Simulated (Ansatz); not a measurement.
# A hypothetical structure for Be5Ge2

Starting from a made-up structure for Be5Ge2, the aim is the relaxed cell, its shortest contacts and, where a second run follows, its electronic structure.

Main program and level: Ansatz 0.2.0; DFT, r2SCAN, plane-wave PAW, files of the set soft_1, scalar-relativistic, no spin, cell and ions relaxed at zero pressure; PAW set soft_1.

### 1. The starting structure

Symmetry: R3m, No. 160, trigonal system. Conventional cell: a = 3.860 Å, b = 3.860 Å, c = 18.688 Å, α = 90.00°, β = 90.00°, γ = 120.00°. Nearest to Ge lie 7 Be at 2.28 to 2.49 Å. Nearest to Ge lie 5 Be at 2.33 to 2.43 Å. Be has 4 Be at 2.28 to 2.29 Å and 4 Ge at 2.41 to 2.49 Å nearest. Be has 4 Ge at 2.28 to 2.33 Å and 4 Be at 2.43 to 2.48 Å nearest. Nearest to Be lie 4 Be at 2.43 to 2.45 Å and 4 Ge at 2.43 Å. Nearest to Be lie 7 Be at 2.29 to 2.48 Å. Farther neighbours are not listed.

### 2. Relaxation of the guess

The guessed cell has no reason to be at equilibrium. It is relaxed with the atoms, within the space group of the guess.

File input.yaml:

```yaml
crystal:
  lattice:
    - [1.93, 1.11428602, 6.229333333]
    - [-1.93, 1.11428602, 6.229333333]
    - [0.0, -2.228572039, 6.229333333]
  atoms:
    - { symbol: Ge, position: [0.51003334, 0.51003334, 0.51003334] }
    - { symbol: Ge, position: [0.994966673, 0.994966673, 0.994966673] }
    - { symbol: Be, position: [0.37703334, 0.37703334, 0.37703334] }
    - { symbol: Be, position: [0.870266673, 0.870266673, 0.870266673] }
    - { symbol: Be, position: [0.125000007, 0.125000007, 0.125000007] }
    - { symbol: Be, position: [0.737666673, 0.737666673, 0.737666673] }
    - { symbol: Be, position: [0.254800007, 0.254800007, 0.254800007] }
kpoints:
  mp_grid: { grid: [8, 8, 8] }
scf:
  occupations: { method: fermi_dirac, width: 0.05 }
hamiltonian:
  xc: r2scan
  pseudopotentials: { kind: paw, azcp: { folder: soft_1 } }
relax:
  f_tol: 0.015
  max_steps: 70
  cell: {}
output:
  forces: true
  stress: true
```

Command:

```sh
$ ansatz run input.yaml --threads 4 --pin off --max-ram 10240MiB --backend cpu --events-out ev --progress --plain --runs-dir out
```

Numbers of over 12 decimals in the logs are rounded to 6 here.

Log:

```text
basis.fft_grid_basis auto: the FFT boxes are laid along the combinations [[1, 0, -1], [0, 1, -1], [0, 0, 1]] of the cell's own vectors, 3.860, 3.860 and 6.616 Å long. The dense box has 30×30×50 points. Along the cell's own vectors, as sized, it would have 50×50×50, 2.78 times as many. Of the 6 symmetry operations that the crystal satisfies within crystal.symmetry.tolerance (time reversal apart; of a slab, those that  [...]
Engine: ansatz 0.2.0, x86_64-unknown-linux-gnu
Pseudopotentials: kind: paw
Pseudopotential: Ge, paw, valence charge 14, recommended cutoff 500 eV (meta_gga), soft_1/Ge.paw.azcp
Pseudopotential: Be, paw, valence charge 2, recommended cutoff 500 eV (meta_gga), soft_1/Be.paw.azcp
Functional definition: r2SCAN
  parameter k0 = 0.174
  parameter k1 = 0.065
  parameter a1 = 4.9479
  exchange = r2scan_x(k0 = k0, k1 = k1, a1 = a1)
  correlation = r2scan_c
Crystal: 7 atoms, lattice volume = 80.380 Å³
Basis set: ecut = 500 eV, 1997 PW (Γ), FFT grids on a1−a3, a2−a3, a3, exchange–correlation on 120×120×200 points (64 copies of the dense FFT grid, shifted against one another)
Bands: 26, of which v1, the nominal top of the filled ones, is band 19 counted from 1 (18 counted from 0)
Symmetry: 6 space group operations
Space group: R3m (ITA 160), of the structure as read, at distance tolerance 4.3e-5 Å
k-points: 65 of 512 (time reversal used)
Non-local potential: Ge, projectors of the file, l = 0: 2, l = 1: 2, l = 2: 3, l = 3: 1
Non-local potential: Be, projectors of the file, l = 0: 2, l = 1: 2, l = 2: 1
PAW form: soft (Blöchl's): semilocal exchange-correlation on the pseudo side does not see the compensation charge
PAW frozen core: Ge, regenerated for the run's functional (the file was generated under x = pbe(κ = 0.804, μ = 0.219515), c = pbe(β = 0.066725))
PAW frozen core: Be, regenerated for the run's functional (the file was generated under x = pbe(κ = 0.804, μ = 0.219515), c = pbe(β = 0.066725))
PAW one-centre angular grid: Ge, 590 points (default); XC on 160 Gauss nodes
PAW one-centre angular grid: Be, 302 points (default); XC on 224 Gauss nodes
Initial density: superposition of atomic densities (chi_scale 0.1, normalization cell, long waves kept (reshape's long-wave potential 0.04 eV rms))
Initial wavefunctions: pseudopotential atomic-orbital guess
Functional: x = r2scan, c = r2scan; τ floored in thin density (d = 2e-4 eV/Å³)
SCF iter   1: F=—  HF=-9069.205144 eV  |F-HF|=—  |Δ(HF+E_count)|=         —  Δρ=3.15e-2  dr2=1.18e0  dr2_τ=1.00e-1  ethr=3.10e-3  ⟨swp⟩=7.0  Hψ=8614  notcnv=0  defer=1
preconditioner: auto → Kerker (q_TF=auto, 2.408 Å⁻¹)  [metal: Δε(μ)=0.027 eV  Ē_g=18.786 eV  σ=0.050 eV  W_gap=0.13  n_scr=22 (ndim 8)  ℏωp=25.5 eV  f_vac=0.000  D(μ)=2.82/eV (n_scr^D=22)]
SCF iter   2: F=—  HF=-9069.201661 eV  |F-HF|=—  |Δ(HF+E_count)|=   3.48e-3  Δρ=1.99e-2  dr2=5.19e-1  dr2_τ=1.40e-3  ethr=3.10e-3  ⟨swp⟩=2.0  Hψ=2553  notcnv=0  defer=73
SCF iter   3: F=—  HF=-9069.186049 eV  |F-HF|=—  |Δ(HF+E_count)|=   1.56e-2  Δρ=3.48e-3  dr2=1.81e-2  dr2_τ=9.94e-5  ethr=1.37e-3  ⟨swp⟩=2.1  Hψ=2422  notcnv=0  defer=73
SCF iter   4: F=—  HF=-9069.187611 eV  |F-HF|=—  |Δ(HF+E_count)|=   1.56e-3  Δρ=1.83e-3  dr2=5.25e-3  dr2_τ=2.22e-5  ethr=4.76e-5  ⟨swp⟩=2.0  Hψ=3234  notcnv=0  defer=73
SCF iter   5: F=—  HF=-9069.187482 eV  |F-HF|=—  |Δ(HF+E_count)|=   1.29e-4  Δρ=5.08e-4  dr2=4.17e-4  dr2_τ=6.05e-6  ethr=1.38e-5  ⟨swp⟩=2.0  Hψ=2796  notcnv=0  defer=73
SCF iter   6: F=—  HF=-9069.187349 eV  |F-HF|=—  |Δ(HF+E_count)|=   1.33e-4  Δρ=2.31e-4  dr2=4.33e-5  dr2_τ=7.54e-7  ethr=1.10e-6  ⟨swp⟩=2.0  Hψ=2860  notcnv=0  defer=73
SCF iter   7: F=—  HF=-9069.187360 eV  |F-HF|=—  |Δ(HF+E_count)|=   1.13e-5  Δρ=7.00e-5  dr2=4.36e-6  dr2_τ=1.14e-7  ethr=1.14e-7  ⟨swp⟩=2.0  Hψ=2950  notcnv=0  defer=71
SCF iter   8: F=—  HF=-9069.187355 eV  |F-HF|=—  |Δ(HF+E_count)|=   4.60e-6  Δρ=3.29e-5  dr2=1.11e-6  dr2_τ=9.25e-9  ethr=1.15e-8  ⟨swp⟩=2.0  Hψ=2863  notcnv=0  defer=71
SCF iter   9: F=-9069.187355 eV  HF=-9069.187355 eV  |F-HF|=5.42e-8  |Δ(HF+E_count)|=   4.57e-7  Δρ=8.13e-6  dr2=6.47e-8  dr2_τ=8.54e-10  ethr=2.63e-10  ⟨swp⟩=3.0  Hψ=6350  notcnv=0
SCF 1 converged in 9 iterations: F = -9069.187355 eV  dr2 = 6.47e-8
  greatest PAW one-centre occupation: 0.998 electrons in one spin orbital (limit 2), on the Ge atom at site 0 (counted from 0), in its partial waves of l = 2
relax step   1: F+E_penalty+E_count = -9069.18735488 eV  Δ(F+E_penalty+E_count) = +0.000e0 eV  max|allowed force component| = 2.886e-1 eV/Å  Δτ_max = 0.0000 Å  P = -0.273 GPa  Ω = 80.380 Å³  (9 SCF iters, dr2 threshold 1.00e-7 eV, accepted)
Crystal: 7 atoms, lattice volume = 80.044 Å³
Basis set: ecut = 500 eV, 2003 PW (Γ), FFT grids on a1−a3, a2−a3, a3, exchange–correlation on 120×120×200 points (64 copies of the dense FFT grid, shifted against one another)
Initial density: handed on by an earlier stage of this run
Initial wavefunctions: those handed on with the density
iter 1 solved again at ethr=1.59e-4 eV; its pass at ethr=3.10e-3 eV (dr2=6.04e-2 eV) is discarded
SCF iter   1: F=—  HF=-9069.240844 eV  |F-HF|=—  |Δ(HF+E_count)|=         —  Δρ=4.41e-3  dr2=6.38e-2  dr2_τ=3.05e-3  ethr=1.59e-4  ⟨swp⟩=1.3  Hψ=9248  notcnv=0
preconditioner: auto → Kerker (q_TF=auto, 2.410 Å⁻¹)  [metal: Δε(μ)=0.022 eV  Ē_g=9.036 eV  σ=0.050 eV  W_gap=0.11  n_scr=22 (ndim 8)  ℏωp=17.6 eV  f_vac=0.000  D(μ)=2.80/eV (n_scr^D=22)]
SCF iter   2: F=—  HF=-9069.236651 eV  |F-HF|=—  |Δ(HF+E_count)|=   4.19e-3  Δρ=2.73e-3  dr2=2.58e-2  dr2_τ=3.56e-5  ethr=1.59e-4  ⟨swp⟩=1.5  Hψ=1754  notcnv=0
SCF iter   3: F=—  HF=-9069.231787 eV  |F-HF|=—  |Δ(HF+E_count)|=   4.86e-3  Δρ=5.15e-4  dr2=2.11e-4  dr2_τ=4.26e-6  ethr=6.79e-5  ⟨swp⟩=2.0  Hψ=2406  notcnv=0
SCF iter   4: F=—  HF=-9069.231693 eV  |F-HF|=—  |Δ(HF+E_count)|=   9.38e-5  Δρ=2.73e-4  dr2=6.26e-5  dr2_τ=6.89e-7  ethr=5.54e-7  ⟨swp⟩=2.0  Hψ=2914  notcnv=0
SCF iter   5: F=—  HF=-9069.231701 eV  |F-HF|=—  |Δ(HF+E_count)|=   7.94e-6  Δρ=1.24e-4  dr2=2.14e-5  dr2_τ=9.49e-8  ethr=1.65e-7  ⟨swp⟩=2.5  Hψ=2894  notcnv=0
SCF iter   6: F=—  HF=-9069.231704 eV  |F-HF|=—  |Δ(HF+E_count)|=   2.97e-6  Δρ=7.37e-5  dr2=6.28e-6  dr2_τ=2.36e-8  ethr=5.64e-8  ⟨swp⟩=1.3  Hψ=1794  notcnv=0
SCF iter   7: F=-9069.231705 eV  HF=-9069.231705 eV  |F-HF|=8.41e-8  |Δ(HF+E_count)|=   6.88e-7  Δρ=2.46e-5  dr2=6.93e-7  dr2_τ=2.42e-9  ethr=1.84e-9  ⟨swp⟩=3.0  Hψ=5598  notcnv=0
SCF 2 converged in 7 iterations: F = -9069.231705 eV  dr2 = 6.93e-7
[...]
SCF iter   4: F=—  HF=-9069.261113 eV  |F-HF|=—  |Δ(HF+E_count)|=   1.75e-4  Δρ=3.30e-4  dr2=8.92e-5  dr2_τ=1.38e-6  ethr=8.30e-7  ⟨swp⟩=2.0  Hψ=2912  notcnv=0
SCF iter   5: F=—  HF=-9069.261140 eV  |F-HF|=—  |Δ(HF+E_count)|=   2.79e-5  Δρ=1.26e-4  dr2=2.14e-5  dr2_τ=1.18e-7  ethr=2.35e-7  ⟨swp⟩=2.7  Hψ=2964  notcnv=0
SCF iter   6: F=—  HF=-9069.261145 eV  |F-HF|=—  |Δ(HF+E_count)|=   4.35e-6  Δρ=3.38e-5  dr2=1.71e-6  dr2_τ=1.26e-8  ethr=5.62e-8  ⟨swp⟩=2.5  Hψ=2600  notcnv=0
SCF iter   7: F=-9069.261145 eV  HF=-9069.261145 eV  |F-HF|=5.99e-8  |Δ(HF+E_count)|=   1.54e-7  Δρ=9.26e-6  dr2=1.02e-7  dr2_τ=7.97e-10  ethr=1.84e-9  ⟨swp⟩=4.0  Hψ=5033  notcnv=0
SCF 3 converged in 7 iterations: F = -9069.261145 eV  dr2 = 1.02e-7
relax step   3: F+E_penalty+E_count = -9069.26114484 eV  Δ(F+E_penalty+E_count) = -2.944e-2 eV  max|allowed force component| = 2.412e-1 eV/Å  Δτ_max = 0.0724 Å  P = +0.527 GPa  Ω = 80.073 Å³  energy of the carried Pulay correction = +2.530e-5 eV  (7 SCF iters, dr2 threshold 7.00e-7 eV, accepted)
[...]
relax step   4: F+E_penalty+E_count = -9069.26582980 eV  Δ(F+E_penalty+E_count) = -4.685e-3 eV  max|allowed force component| = 3.628e-1 eV/Å  Δτ_max = 0.1101 Å  P = +0.224 GPa  Ω = 80.092 Å³  energy of the carried Pulay correction = +2.367e-5 eV  (7 SCF iters, dr2 threshold 7.00e-7 eV, accepted)
[...]
relax step   5: F+E_penalty+E_count = -9069.27677088 eV  Δ(F+E_penalty+E_count) = -1.094e-2 eV  max|allowed force component| = 1.374e-1 eV/Å  Δτ_max = 0.0353 Å  P = -0.316 GPa  Ω = 80.457 Å³  energy of the carried Pulay correction = -6.348e-6 eV  (7 SCF iters, dr2 threshold 7.00e-7 eV, accepted)
[...]
relax step   6: F+E_penalty+E_count = -9069.28283247 eV  Δ(F+E_penalty+E_count) = -6.062e-3 eV  max|allowed force component| = 4.424e-2 eV/Å  Δτ_max = 0.0288 Å  P = -0.231 GPa  Ω = 80.533 Å³  energy of the carried Pulay correction = -1.259e-5 eV  (6 SCF iters, dr2 threshold 7.00e-7 eV, accepted)
[...]
relax step   7: F+E_penalty+E_count = -9069.28329159 eV  Δ(F+E_penalty+E_count) = -4.591e-4 eV  max|allowed force component| = 1.670e-2 eV/Å  Δτ_max = 0.0115 Å  P = +0.048 GPa  Ω = 80.246 Å³  energy of the carried Pulay correction = +1.103e-5 eV  (6 SCF iters, dr2 threshold 1.74e-7 eV, accepted)
[...]
relax step   8: F+E_penalty+E_count = -9069.28337639 eV  Δ(F+E_penalty+E_count) = -8.480e-5 eV  max|allowed force component| = 3.587e-3 eV/Å  Δτ_max = 0.0046 Å  P = +0.019 GPa  Ω = 80.283 Å³  energy of the carried Pulay correction = +7.937e-6 eV  (5 SCF iters, dr2 threshold 1.74e-8 eV, accepted)
Basis set: ecut = 500 eV, 2055 PW (Γ), FFT grids on a1−a3, a2−a3, a3, exchange–correlation on 120×120×192 points (64 copies of the dense FFT grid, shifted against one another)
Initial wavefunctions: pseudopotential atomic-orbital guess (no wavefunctions were taken with the density)
iter 1 solved again at ethr=7.76e-7 eV; its pass at ethr=3.10e-3 eV (dr2=2.95e-4 eV) is discarded
SCF iter   1: F=—  HF=-9069.283388 eV  |F-HF|=—  |Δ(HF+E_count)|=         —  Δρ=3.11e-5  dr2=8.69e-8  dr2_τ=3.03e-7  ethr=7.76e-7  ⟨swp⟩=2.8  Hψ=12376  notcnv=0
eigensolver tolerance schedule: the retry pair's looser diagonalisation over-reported the residual by 3394.13 of it (diagonalisation noise at 5.67 of the residual, at the tolerance the schedule requests for it); recorded, not acted on — ethr = c·dr2/N_el stays at c = 1.0e-1
preconditioner: auto → Kerker (q_TF=auto, 2.409 Å⁻¹)  [metal: Δε(μ)=0.018 eV  Ē_g=9.049 eV  σ=0.050 eV  W_gap=0.09  n_scr=22 (ndim 8)  ℏωp=17.6 eV  f_vac=0.000  D(μ)=1.49/eV (n_scr^D=2)]
SCF iter   2: F=—  HF=-9069.283389 eV  |F-HF|=—  |Δ(HF+E_count)|=   1.18e-6  Δρ=1.67e-5  dr2=2.78e-8  dr2_τ=1.15e-8  ethr=2.29e-10  ⟨swp⟩=3.0  Hψ=3228  notcnv=0
SCF iter   3: F=—  HF=-9069.283390 eV  |F-HF|=—  |Δ(HF+E_count)|=   4.38e-7  Δρ=3.42e-6  dr2=2.10e-9  dr2_τ=4.08e-10  ethr=7.32e-11  ⟨swp⟩=2.0  Hψ=2936  notcnv=0
SCF iter   4: F=—  HF=-9069.283390 eV  |F-HF|=—  |Δ(HF+E_count)|=   1.34e-8  Δρ=6.40e-7  dr2=2.73e-10  dr2_τ=1.01e-11  ethr=5.53e-12  ⟨swp⟩=2.0  Hψ=2937  notcnv=0
SCF iter   5: F=-9069.283390 eV  HF=-9069.283390 eV  |F-HF|=1.64e-11  |Δ(HF+E_count)|=  4.87e-10  Δρ=2.34e-7  dr2=6.00e-11  dr2_τ=5.31e-13  ethr=1.00e-12  ⟨swp⟩=4.1  Hψ=5047  notcnv=0
SCF 9 converged in 5 iterations: F = -9069.283390 eV  dr2 = 6.00e-11
relax step   9: F+E_penalty+E_count = -9069.28338994 eV  Δ(F+E_penalty+E_count) = -1.355e-5 eV  max|allowed force component| = 3.628e-3 eV/Å  Δτ_max = 0.0000 Å  P = +0.020 GPa  Ω = 80.283 Å³  stress off target by 2.30e-2 GPa  SCF on the basis re-selected at this cell (its energy is not comparable with the rows above)  (5 SCF iters)
basis re-selected at this cell: Δ(F+E_penalty+E_count) = -1.355e-5 eV, ΔP = +0.000 GPa vs the last step (what re-selecting the basis moved, of the pressure what is left beyond the Pulay correction that the steps carried, after the strain that the cell walked since its last selection, with what the two solves' SCF thresholds leave and, on support functions, any second-order correction that the steps lacked; it is no measure of the basis error at this ecutwfc). The dense FFT grid was sized anew with the basis: this SCF ran on 30×30×48 points, the steps before it on 30×30×50, so part of this shift can come from that change (see relax.cell in the input reference). [rest of the remark cut]
SCF converged after 5 iterations
Free energy (F): -9069.283390 eV
Harris-Foulkes:  -9069.283390 eV  (|F-HF|=1.64e-11)
Internal energy: -9069.271010 eV  (E = F + TS)
E sigma→0 (E₀):  -9069.277200 eV
Entropy (-TS):   -0.012380 eV (-1.769 meV/atom)
Fermi energy:    9.675523 eV
--- Per-component energies (eV) ---
  E_band       = -250.083403
  E_kinetic    = 283.906517
  E_local      = -4552.720005  (includes V_loc(G=0)·N_el)
  E_nonlocal   = 454.410418
  E_hartree    = 2204.886812
  E_xc         = -227.479194
  E_vxc        = -246.871860  (∫ρ·V_xc dr)
  E_paw        = -4353.282202  (= ΣΔE_a)
  E_vpaw       = -610.687756  (= ΣTr[D̂ρ^β])
  E_aug_tail   = -0.000003  (compensation charges beyond the density's cutoff)
  E_vtau       = 12.105678  (kinetic-family band-sum trace: ∫τ·v_τ [+ j·A + Jᵃ·Aᵃ] dr)
  E_ewald      = -2876.761695
  E_core_change = -2.231657  (= ΣΔE_core)
  E_smearing   = -0.012380  (= −TS)
  E_closure    = 0.000000  (closes the sum)
  Σ components = -9069.283390   (vs F -9069.283390, Δ=0.00e0)
--- Forces (eV/Å), atoms counted from 1 ---
  atom   1  Ge     0.00000000     0.00000000     0.00086775
  atom   2  Ge     0.00000000    -0.00000000    -0.00362889
  atom   3  Be    -0.00000000     0.00000000     0.00241938
  atom   4  Be     0.00000000     0.00000000     0.00110707
  atom   5  Be     0.00000000     0.00000000     0.00120650
  atom   6  Be     0.00000000     0.00000000     0.00057885
  atom   7  Be    -0.00000000    -0.00000000    -0.00255629
  max |Σ_I F_I| component: 5.64e-6 eV/Å
--- Stress (GPa, compression-positive) ---
        0.023008       0.000000       0.000000
        0.000000       0.023008      -0.000000
        0.000000      -0.000000       0.012998
  P = ⅓ Tr σ = 0.0197 GPa (0.197 kbar)
--- Relaxed structure (8 steps of the walk, 8 accepted, 1 SCFs on fresh bases) ---
  F+E_penalty+E_count = -9069.28338994 eV   max|allowed force component| = 3.628e-3 eV/Å   (the final SCF, on the basis selected at the relaxed cell)
  cell:  # Å, volume = 80.2833 Å³
    - [1.978548, 1.142315, 5.920269]
    - [-1.978548, 1.142315, 5.920269]
    - [5.6388522179804724e-18, -2.284630, 5.920269]
  atoms:
    - { symbol: Ge, position: [0.508152, 0.508152, 0.508152] }
    - { symbol: Ge, position: [0.996499, 0.996499, 0.996499] }
    - { symbol: Be, position: [0.377492, 0.377492, 0.377492] }
    - { symbol: Be, position: [0.867596, 0.867596, 0.867596] }
    - { symbol: Be, position: [0.127473, 0.127473, 0.127473] }
    - { symbol: Be, position: [0.740985, 0.740985, 0.740985] }
    - { symbol: Be, position: [0.251569, 0.251569, 0.251569] }
```

Elapsed: 18 s, on 4 threads of AMD EPYC 9B45 (Zen 5), shared host; peak memory 0.64 GiB; 69 s of CPU time.

The steps of the relaxation:

| step | energy less that of the first step (eV) | largest force component (eV/Å) | pressure (GPa) | volume (Å³) |
| --- | --- | --- | --- | --- |
| 1 | 0.0000 | 0.2886 | -0.27 | 80.38 |
| 2 | -0.0444 | 0.1149 | 0.22 | 80.04 |
| 3 | -0.0738 | 0.2412 | 0.53 | 80.07 |
| 4 | -0.0785 | 0.3628 | 0.22 | 80.09 |
| 5 | -0.0894 | 0.1374 | -0.32 | 80.46 |
| 6 | -0.0955 | 0.0442 | -0.23 | 80.53 |
| 7 | -0.0959 | 0.0167 | 0.05 | 80.25 |
| 8 | -0.0960 | 0.0036 | 0.02 | 80.28 |
| 9* | -0.0960 | 0.0036 | 0.02 | 80.28 |

Relaxation steps marked * repeat the geometry before them on a plane-wave basis chosen anew for their cell, so energy and pressure can jump there.

The run keeps the 6 symmetry operations that it works with, so distortions that break them were not tested.

| conventional cell, symmetrised | before | after | change |
| --- | --- | --- | --- |
| a (Å) | 3.860 | 3.957 | +2.5 % |
| b (Å) | 3.860 | 3.957 | +2.5 % |
| c (Å) | 18.688 | 17.761 | -5.0 % |
| volume (Å³/atom) | 11.48 | 11.47 | -0.1 % |

The atoms that moved most (Å, as changes of fractional coordinates times the final cell):

| atom | dx | dy | dz | length |
| --- | --- | --- | --- | --- |
| Be6 | 0.000 | 0.000 | 0.059 | 0.059 |
| Be7 | 0.000 | 0.000 | -0.057 | 0.057 |
| Be4 | 0.000 | 0.000 | -0.047 | 0.047 |
| Be5 | 0.000 | 0.000 | 0.044 | 0.044 |
| Ge1 | 0.000 | 0.000 | -0.033 | 0.033 |
| Ge2 | 0.000 | 0.000 | 0.027 | 0.027 |
| Be3 | 0.000 | 0.000 | 0.008 | 0.008 |

Final coordinates:

```xyz
7
Lattice="1.9785 1.1423 5.9203 -1.9785 1.1423 5.9203 0.0000 -2.2846 5.9203" Properties=species:S:1:pos:R:3 pbc="T T T"
Ge    0.0000    0.0000    9.0252
Ge    0.0000    0.0000   17.6986
Be    0.0000    0.0000    6.7046
Be    0.0000    0.0000   15.4092
Be    0.0000    0.0000    2.2640
Be    0.0000    0.0000   13.1605
Be    0.0000    0.0000    4.4681
```

This step gave:

```
free energy             : -9069.2834 eV
energy at zero smearing : -9069.2772 eV
smearing term TS        : 0.01238 eV
Fermi energy            : 9.676 eV
electrons               : 38
symmetry operations     : 6
pressure                : 0.01967 GPa
```

The shortest distance of each pair, which need not be the same contact before and after:

| pair | guess (Å) | relaxed (Å) |
| --- | --- | --- |
| Be–Be | 2.284 | 2.204 |
| Be–Ge | 2.285 | 2.289 |
| Ge–Ge | 3.605 | 3.578 |

The relaxation ends with a largest force component of 0.0036 eV/Å and a pressure of 0.02 GPa.

### 3. Results

```json
{"space group, relaxed": "R3m", "conventional cell": "a = 3.957, b = 3.957, c = 17.761 Å; α = 90.0°, β = 90.0°, γ = 120.0°", "volume per atom": "11.47 Å³ (guess 11.48)"}
```

What this shows: Be5Ge2 relaxes to R3m with a = 3.957, b = 3.957 and c = 17.761 Å. The guessed volume was near the relaxed one. The space group R3m was held in the relaxation, so the end point is a stationary structure within it and may be a saddle against distortions or other arrangements. Mesh and cutoff weren't tested. No dispersion term is used, so weakly bound directions may come out too long. Nothing here tests whether the compound is stable against decomposition.

[Logs are printed without paths, hosts, clocks, repeated set-up lines and the standing remarks that a program may print on its own settings, such as how far it seeks lower states.]

[Hosts, paths, dates, database ids (printed as entryN), source tags and the programs' standing remarks are cut or masked in the printed files.]
